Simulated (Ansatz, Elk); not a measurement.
# How far do independent atoms describe Bi3Pt4?

The structure of Bi3Pt4 used here is made up (a known structure type with other elements) and was relaxed beforehand with PBE. The aim is the Fourier transform of its all-electron density, F(hkl), set beside the sum over free spherical atoms that refinements use.

Calculated with Elk 11.2.3 (patched build); DFT, PBE, all-electron APW+lo, Dirac cores, scalar-relativistic bands, static density, no spin.

The structure was built from a prototype and need not be the compound's stable phase.

### 1. The starting structure

The structure is trigonal, space group R-3m (No. 166). Conventional cell: a = 4.074 Å, b = 4.074 Å, c = 33.113 Å, α = 90.00°, β = 90.00°, γ = 120.00°. Nearest to Bi lie 6 Pt at 2.83 to 2.89 Å. Bi has 6 Pt at 2.88 Å nearest. Pt has 6 Bi at 2.88 to 2.89 Å nearest. Nearest to Pt lie 3 Pt at 2.65 Å and 3 Bi at 2.83 Å. Farther neighbours are not listed.

### 2. Ground state and structure factors

An all-electron density is needed, since X-rays see the cores too. Task 0 finds the density and task 195 Fourier-transforms it; tshift is off so that phases refer to the origin typed.

Input file elk.in:

```
tasks
  0
  195

xctype
  20

spinpol
  .false.

rgkmax
  7.0

gmaxvr
  14.0

lmaxo
  7

lmaxapw
  8

swidth
  0.002

tshift
  .false.

ramdisk
  .false.

hmaxvr
  5.5

maxscl
  120

epspot
  1e-06

sppath
  './'

avec
  3.84966326094 2.22260412029 20.85804868135
  -3.84966326094 2.22260412029 20.85804868135
  -0.00000000000 -4.44520823969 20.85804868145

atoms
  2
  'Bi.in'
  3
  0.4341374276 0.4341374276 0.4341374276   0.000000 0.000000 0.000000
  0.5658625724 0.5658625724 0.5658625724   0.000000 0.000000 0.000000
  0.0000000000 0.0000000000 0.0000000000   0.000000 0.000000 0.000000
  'Pt.in'
  4
  0.2833098861 0.2833098861 0.2833098861   0.000000 0.000000 0.000000
  0.7166901139 0.7166901139 0.7166901139   0.000000 0.000000 0.000000
  0.1481435842 0.1481435842 0.1481435842   0.000000 0.000000 0.000000
  0.8518564158 0.8518564158 0.8518564158   0.000000 0.000000 0.000000

ngridk
  6 6 6
```

Run with:

```sh
OMP_NUM_THREADS=4 elk
```

Numbers of over 12 decimals in the logs are rounded to 6 here.

What it wrote:

```text
┌─────────────────────────┐
│ Elk code version 11.2.3 │
└─────────────────────────┘

All units are atomic (Hartree, Bohr, etc.)

┌─────────────────────────────────────────────────┐
│ Ground-state run starting from atomic densities │
└─────────────────────────────────────────────────┘

Lattice vectors :
   3.849663261       2.222604120       20.85804868
  -3.849663261       2.222604120       20.85804868
  -0.000000000      -4.445208240       20.85804868

Reciprocal lattice vectors :
  0.8160694691      0.4711579277      0.1004118427
 -0.8160694691      0.4711579277      0.1004118427
 -0.1255392482E-16 -0.9423158553      0.1004118427

Unit cell volume      :    1070.803506
Brillouin zone volume :   0.2316486750

Muffin-tin inner radius fraction :   0.1000000000E-01

Nuclei treated as point charges

Species : 1 (Bi)
 parameters loaded from : Bi.in
 name : bismuth
 nuclear charge    :   -83.00000000
 electronic charge :    83.00000000
 atomic mass :    380947.9285
 muffin-tin radius :    2.800000000
 number of radial points in muffin-tin :   1393
 inner part over the whole radius :   0.9976520004E-02
 number on inner part of muffin-tin    :   1001
 approximate nuclear radius :   0.1052171418E-03
 number of mesh points to nuclear radius :    526
 atomic positions (lattice), magnetic fields (Cartesian) :
  1 :   0.43413743  0.43413743  0.43413743    0.00000000  0.00000000  0.00000000
  2 :  -0.43413743 -0.43413743 -0.43413743    0.00000000  0.00000000  0.00000000
  3 :   0.00000000  0.00000000  0.00000000    0.00000000  0.00000000  0.00000000

Species : 2 (Pt)
 parameters loaded from : Pt.in
 name : platinum
 nuclear charge    :   -78.00000000
 electronic charge :    78.00000000
 atomic mass :    355605.4401
 muffin-tin radius :    2.481671742
 number of radial points in muffin-tin :   1393
 inner part over the whole radius :   0.9938228236E-02
 number on inner part of muffin-tin    :    997
 approximate nuclear radius :   0.1029052813E-03
 number of mesh points to nuclear radius :    526
 atomic positions (lattice), magnetic fields (Cartesian) :
  1 :   0.28330989  0.28330989  0.28330989    0.00000000  0.00000000  0.00000000
  2 :  -0.28330989 -0.28330989 -0.28330989    0.00000000  0.00000000  0.00000000
  3 :   0.14814358  0.14814358  0.14814358    0.00000000  0.00000000  0.00000000
  4 :  -0.14814358 -0.14814358 -0.14814358    0.00000000  0.00000000  0.00000000

Total number of atoms per unit cell :    7
Total muffin-tin volume :    531.9404739
 ratio of muffin-tin to unit cell volume :   0.4967675870

Spin treatment :
 spin-unpolarised

Number of Bravais lattice symmetries :   12
Number of crystal symmetries         :   12
Crystal has inversion symmetry
Real symmetric eigensolver will be used

k-point grid :      6     6     6
k-point offset :    0.000000000       0.000000000       0.000000000
k-point set is reduced with full crystal symmetry group
Total number of k-points :       32

Muffin-tin radius times maximum |G+k| :    7.000000000
 using average radius
Maximum |G+k| for APW functions       :    2.673696565
Maximum (1/2)|G+k|²                   :    3.574326661
Maximum |G| for potential and density :    14.00000000
Constant for pseudocharge density :   10
 order of it for each species :   17  17
 order of it for pair densities of each species (exact exchange by exxq0 0: 18) :   11   8
Radial integration step length :    1

G-vector grid sizes :     96    96    96
Number of G-vectors :    49641

Maximum angular momentum used for
 APW functions            :    8
 outer part of muffin-tin :    7
 inner part of muffin-tin :    2

Total nuclear charge    :   -561.0000000
Total core charge       :    396.0000000
Total valence charge    :    165.0000000
Total excess charge     :    0.000000000
Total electronic charge :    561.0000000

Effective Wigner radius, rₛ :   0.7695191606

Number of empty states         :     28
Total number of valence states :    111
Total number of core states    :    396

[...]
exchange                    :     -2589.6105294366
 correlation                 :     -34.540634890666
 electron entropic           :    -0.92126786089743E-03
 total energy                :     -138534.46246072

Density of states at Fermi energy :    63.66650516
 (states/Hartree/unit cell)

Estimated indirect band gap :   0.3593167743E-02
 from k-point 13 to k-point 25
Estimated direct band gap   :   0.1611007715E-01
 at k-point 21

Charges :
 core                        :    396.0000000
 valence                     :    165.0000000
 interstitial                :    12.38510838
 muffin-tins (core leakage)
  species : 1 (Bi)
[...]
species : 2 (Pt)
[...]
total in muffin-tins        :    548.6148916
 total calculated charge     :    560.9897139
 total charge                :    561.0000000
 error                       :   0.1028612650E-01

RMS change in Kohn-Sham potential (target) :   0.1725583124     (  0.1000000000E-05)
Absolute change in total energy (target)   :   0.9423058997     (  0.1000000000E-03)

[... loops 3 to 18 left out ...]

┌──────────────────┐
│ Loop number : 19 │
└──────────────────┘

Energies :
 Fermi                       :     0.284497
 sum of occupied eigenvalues :     -85456.884159278
 electron kinetic            :      160178.36938750
 core electron kinetic       :      156438.68981186
 Coulomb                     :     -296084.30095731
 Coulomb potential           :     -242198.94979733
 nuclear-nuclear             :     -11855.234078181
 electron-nuclear            :     -326505.60159014
 Hartree                     :      42276.534711014
 Madelung                    :     -174984.82605864
 xc potential                :     -3436.3037494463
 exchange                    :     -2590.9764910612
 correlation                 :     -34.544889665709
 electron entropic           :    -0.81789216937889E-03
 total energy                :     -138531.45376843

Density of states at Fermi energy :    56.66689694
 (states/Hartree/unit cell)

Estimated indirect band gap :   0.3693848538E-02
 from k-point 17 to k-point 13
Estimated direct band gap   :   0.1444975888E-01
 at k-point 13

Charges :
 core                        :    396.0000000
 valence                     :    165.0000000
 interstitial                :    11.55606715
 muffin-tins (core leakage)
  species : 1 (Bi)
[...]
species : 2 (Pt)
[...]
total in muffin-tins        :    549.4439328
 total calculated charge     :    560.9896515
 total charge                :    561.0000000
 error                       :   0.1034848503E-01

RMS change in Kohn-Sham potential (target) :   0.1543166580E-06 (  0.1000000000E-05)
Absolute change in total energy (target)   :   0.8295135922E-04 (  0.1000000000E-03)

Convergence targets achieved

┌──────────────────┐
│ Loop number : 20 │
└──────────────────┘

Energies :
 Fermi                       :     0.284497
 sum of occupied eigenvalues :     -85456.884142170
 electron kinetic            :      160178.36941692
 core electron kinetic       :      156438.68982891
 Coulomb                     :     -296084.30096518
 Coulomb potential           :     -242198.94980158
 nuclear-nuclear             :     -11855.234078181
 electron-nuclear            :     -326505.60160141
 Hartree                     :      42276.534714416
 Madelung                    :     -174984.82606438
 xc potential                :     -3436.3037575091
 exchange                    :     -2590.9764913124
 correlation                 :     -34.544889671231
 electron entropic           :    -0.81789209062693E-03
 total energy                :     -138531.45374713

Density of states at Fermi energy :    56.66689704
 (states/Hartree/unit cell)

Estimated indirect band gap :   0.3693853322E-02
 from k-point 17 to k-point 13
Estimated direct band gap   :   0.1444977592E-01
 at k-point 13

Charges :
 core                        :    396.0000000
 valence                     :    165.0000000
 interstitial                :    11.55606753
 muffin-tins (core leakage)
  species : 1 (Bi)
[...]
species : 2 (Pt)
[...]
atom 2                    :    76.40837289     (  0.8323951910E-03)
   atom 3                    :    76.42590994     (  0.8295430065E-03)
   atom 4                    :    76.42590994     (  0.8295430065E-03)
 total in muffin-tins        :    549.4439325
 total calculated charge     :    560.9896515
 total charge                :    561.0000000
 error                       :   0.1034848512E-01

┌──────────────────────────────┐
│ Self-consistent loop stopped │
└──────────────────────────────┘

Warning : core states of species 1 leak from the muffin-tin :   0.6783286937E-03

Warning : core states of species 2 leak from the muffin-tin :   0.8323951910E-03

Wrote STATE.OUT
```

The job ended after 2.7 min (4 threads of AMD EPYC 7B13 (Zen 3), shared host; peak memory 0.55 GiB).

SFACRHO.OUT:

```text

h k l indices transformed by vhmat matrix:
   1.000000000       0.000000000       0.000000000    
   0.000000000       1.000000000       0.000000000    
   0.000000000       0.000000000       1.000000000    

      h      k      l  multipl.   |H|            Re(F)            Im(F)           |F|

      0      0      0      1   0.0000000       561.00000      0.92473888E-17   561.00000    
      1      1      1      2  0.30123553      -25.406006     -0.81732111E-13   25.406006    
     -2     -2     -2      2  0.60247106       22.151902     -0.15603403E-12   22.151902    
     -3     -3     -3      2  0.90370658      -5.7507209      0.13374345E-12   5.7507209    
      0     -1      0      6  0.94765063      -7.0557811      0.44581152E-13   7.0557811    
      1      1      0      6  0.96347772       6.0634350      0.14860384E-13   6.0634350    
     -1     -2     -1      6   1.0243436       38.238607      0.74301919E-13   38.238607    
     -2     -1     -2      6   1.0677184       15.231435      0.59441535E-13   15.231435    
     -3     -2     -2      6   1.1755865       479.54596     -0.71887107E-12   479.54596    
     -4     -4     -4      2   1.2049421       21.574496      0.11888307E-12   21.574496    
     -3     -2     -3      6   1.2382413      -29.808513     -0.74301919E-13   29.808513    
     -3     -3     -4      6   1.3770305      -70.684261      0.36222186E-12   70.684261    
      3      4      4      6   1.4518768       98.015466     -0.37150960E-13   98.015466    
      5      5      5      2   1.5061776      -45.054162     -0.36407940E-12   45.054162    
      4      4      5      6   1.6099404       44.887952      0.18575480E-13   44.887952    
      1     -1      0      6   1.6321389       449.51682      0.18238468E-13   449.51682    
     -1      0     -2     12   1.6597049      -20.407804      0.11888307E-12   20.407804    
      4      5      5      6   1.6923760       413.27760      0.71701352E-12   413.27760
```

Elk indexes on the primitive cell of elk.in and gives |H| = 4π sin θ/λ in inverse bohr. Below, one row stands for each form hkl of the conventional cell (m members, Friedel mates merged), F is for one primitive cell and the density is static (no thermal factor). Free-atom factors are Waasmaier and Kirfel's, and R is Σm||F|−|F'||/Σm|F|.

```
   hkl   m  sin θ/λ (Å⁻¹)  abs F, DFT  neutral atoms   diff.
   003   2          0.045      25.406         25.379  +0.027
   006   2          0.091      22.152         22.145  +0.007
   009   2          0.136       5.751          5.734  +0.017
   101   6          0.142       7.056          7.081  -0.025
   012   6          0.145       6.063          6.142  -0.079
   104   6          0.154      38.239         38.285  -0.047
   015   6          0.161      15.231         15.314  -0.083
   107   6          0.177     479.546        480.306  -0.760
0 0 12   2          0.181      21.575         21.683  -0.109
   018   6          0.186      29.808         29.821  -0.013
1 0 10   6          0.207      70.684         70.986  -0.302
0 1 11   6          0.218      98.016         98.138  -0.123
0 0 15   2          0.227      45.054         45.050  +0.005
1 0 13   6          0.242      44.888         45.157  -0.269
   110   6          0.245     449.517        450.412  -0.895
   113  12          0.250      20.408         20.537  -0.129
0 1 14   6          0.255     413.278        414.108  -0.830
   116  12          0.262      17.885         18.060  -0.175
```

### 3. The highest occupied states alone

An energy window below the Fermi level keeps the highest occupied states, to see at which angles they scatter; shallow core shells can lie inside it and anion s states outside. No new self-consistency is needed.

elk.in: that of step 2 with these lines changed.

```diff
@@ -1,3 +1,2 @@
 tasks
-  0
   195
@@ -40,2 +39,5 @@
 
+wsfac
+  -0.156490 0.584500
+
 sppath
```

Run with:

```sh
OMP_NUM_THREADS=4 elk
```

What it wrote:

```text
┌─────────────────────────────────┐
│ Elk code version 11.2.3 started │
└─────────────────────────────────┘

Info(readinput): the functional depends on the density's gradient
 muffin-tin radial points multiplied by    2.00000
 (not where nrmtscf is given)

┌────────────────────┐
│ Current task : 195 │
└────────────────────┘
Info(checkmt): changed muffin-tin radius of species 2 (Pt) from   2.8000 to   2.4817

Info(sfacrho): density structure factors written to SFACRHO.OUT

 Energy window :  -0.1564900000      0.5845000000

┌──────────────────┐
│ Elk code stopped │
└──────────────────┘
```

The job ended after 21 s (4 threads; peak memory 0.34 GiB).

States within 12 eV below the Fermi level hold 54.60 electrons; any levels below the window count with the cores, and a count that is not whole means the window cuts a band. Their amplitudes can exceed the total, where window and core parts have opposite phase:

```csv
hkl,sin θ/λ (Å⁻¹),"abs F, window","abs F, all"
003,0.045,5.188,25.406
006,0.091,5.451,22.152
009,0.136,13.185,5.751
101,0.142,3.266,7.056
012,0.145,10.369,6.063
104,0.154,0.834,38.239
015,0.161,7.308,15.231
107,0.177,18.528,479.546
0 0 12,0.181,4.468,21.575
018,0.186,1.791,29.808
```

### 4. Another functional

The difference from free atoms is small, so it is set against the change that PBEsol makes.

elk.in: that of step 3 with these lines changed.

```diff
@@ -1,2 +1,3 @@
 tasks
+  0
   195
@@ -4,3 +5,3 @@
 xctype
-  20
+  22
 
@@ -39,5 +40,2 @@
 
-wsfac
-  -0.156490 0.584500
-
 sppath
```

Run with:

```sh
OMP_NUM_THREADS=4 elk
```

What it wrote:

```text
┌─────────────────────────┐
│ Elk code version 11.2.3 │
└─────────────────────────┘

All units are atomic (Hartree, Bohr, etc.)

┌─────────────────────────────────────────────────┐
│ Ground-state run starting from atomic densities │
└─────────────────────────────────────────────────┘

Lattice vectors :
   3.849663261       2.222604120       20.85804868
  -3.849663261       2.222604120       20.85804868
  -0.000000000      -4.445208240       20.85804868

Reciprocal lattice vectors :
  0.8160694691      0.4711579277      0.1004118427
[...]
species : 2 (Pt)
[...]
atom 3                    :    76.41659179     (  0.8289412811E-03)
   atom 4                    :    76.41659179     (  0.8289412811E-03)
 total in muffin-tins        :    549.4103710
 total calculated charge     :    560.9896022
 total charge                :    561.0000000
 error                       :   0.1039776820E-01

┌──────────────────────────────┐
│ Self-consistent loop stopped │
└──────────────────────────────┘

Warning : core states of species 1 leak from the muffin-tin :   0.6828428372E-03

Warning : core states of species 2 leak from the muffin-tin :   0.8312158583E-03

Wrote STATE.OUT
[key lines of the parts left out:]
total energy                :     -138493.69445883
```

The job ended after 2.6 min (4 threads; peak memory 0.55 GiB; 7.5 min of CPU time).

Against the first run R = 0.00 %; the largest change is -0.056 at 107.

### 5. A coarser k-mesh

About half the k-points along each axis test the sampling.

elk.in: that of step 4 with these lines changed.

```diff
@@ -5,3 +5,3 @@
 xctype
-  22
+  20
 
@@ -63,2 +63,2 @@
 ngridk
-  6 6 6
+  3 3 3
```

Run with:

```sh
OMP_NUM_THREADS=4 elk
```

What it wrote:

```text
┌─────────────────────────┐
│ Elk code version 11.2.3 │
└─────────────────────────┘

All units are atomic (Hartree, Bohr, etc.)

┌─────────────────────────────────────────────────┐
│ Ground-state run starting from atomic densities │
└─────────────────────────────────────────────────┘

Lattice vectors :
   3.849663261       2.222604120       20.85804868
  -3.849663261       2.222604120       20.85804868
  -0.000000000      -4.445208240       20.85804868

Reciprocal lattice vectors :
  0.8160694691      0.4711579277      0.1004118427
[...]
species : 2 (Pt)
[...]
atom 3                    :    76.42681275     (  0.8302869896E-03)
   atom 4                    :    76.42681275     (  0.8302869896E-03)
 total in muffin-tins        :    549.4484324
 total calculated charge     :    560.9895558
 total charge                :    561.0000000
 error                       :   0.1044417981E-01

┌──────────────────────────────┐
│ Self-consistent loop stopped │
└──────────────────────────────┘

Warning : core states of species 1 leak from the muffin-tin :   0.6781564298E-03

Warning : core states of species 2 leak from the muffin-tin :   0.8344496643E-03

Wrote STATE.OUT
[key lines of the parts left out:]
total energy                :     -138531.44810482
```

It took 86 s on 4 threads; peak memory 0.55 GiB.

Against the first run R = 0.01 %; the largest change is +0.060 at 110.

### 6. Settings against the effect

| run | R against the first run (%) | R against neutral atoms, low angle (%) | wall time |
| --- | --- | --- | --- |
| PBE, rgkmax 7 | 0.00 | 0.36 | 2.7 min |
| PBEsol | 0.00 | 0.36 | 2.6 min |
| k-mesh 3×3×3 | 0.01 | 0.35 | 86 s |

### 7. What came out

* R against neutral atoms, sin θ/λ < 0.3 Å⁻¹: 0.36 %
* R against neutral atoms, 0.3 to 0.61 Å⁻¹: 0.09 %

In words: Independent neutral atoms miss the calculated amplitudes by R = 0.36 % below 0.3 Å⁻¹ and 0.09 % from there to 0.61 Å⁻¹; by shells, 0.39 % below 0.15 Å⁻¹ (5 forms), 0.36 % 0.15 to 0.3 (21 forms), 0.08 % 0.3 to 0.45 (45 forms), 0.10 % above 0.45 (78 forms). Bonding, aspherical density and the tables' own atoms all enter these figures, and the runs don't part them. The largest change of an amplitude is -0.89 electrons, at 110. Weak lines can change much in proportion: 119 goes from 3.72 to 3.16. The window's part falls from 54.6 electrons at the origin to at most 1.10 between 0.45 and 0.61 Å⁻¹, where compact states inside the window still scatter. Below 0.3 Å⁻¹ the changes that finished (PBEsol and k-mesh 3×3×3) move F by R = 0.01 % at most, against the 0.36 % that separates it from free atoms. The basis has no finished test. Spin-orbit coupling is left out, which can matter for elements this heavy. Part of the difference isn't bonding: the tables are fits to free atoms and ions calculated by other methods than this functional. Thermal motion, anomalous dispersion and extinction are left out.

[Logs are printed without paths, hosts, clocks, repeated set-up lines and the standing remarks that a program may print on its own settings, such as how far it seeks lower states.]

[Hosts, paths, dates, database ids (printed as entryN), source tags and the programs' standing remarks are cut or masked in the printed files.]
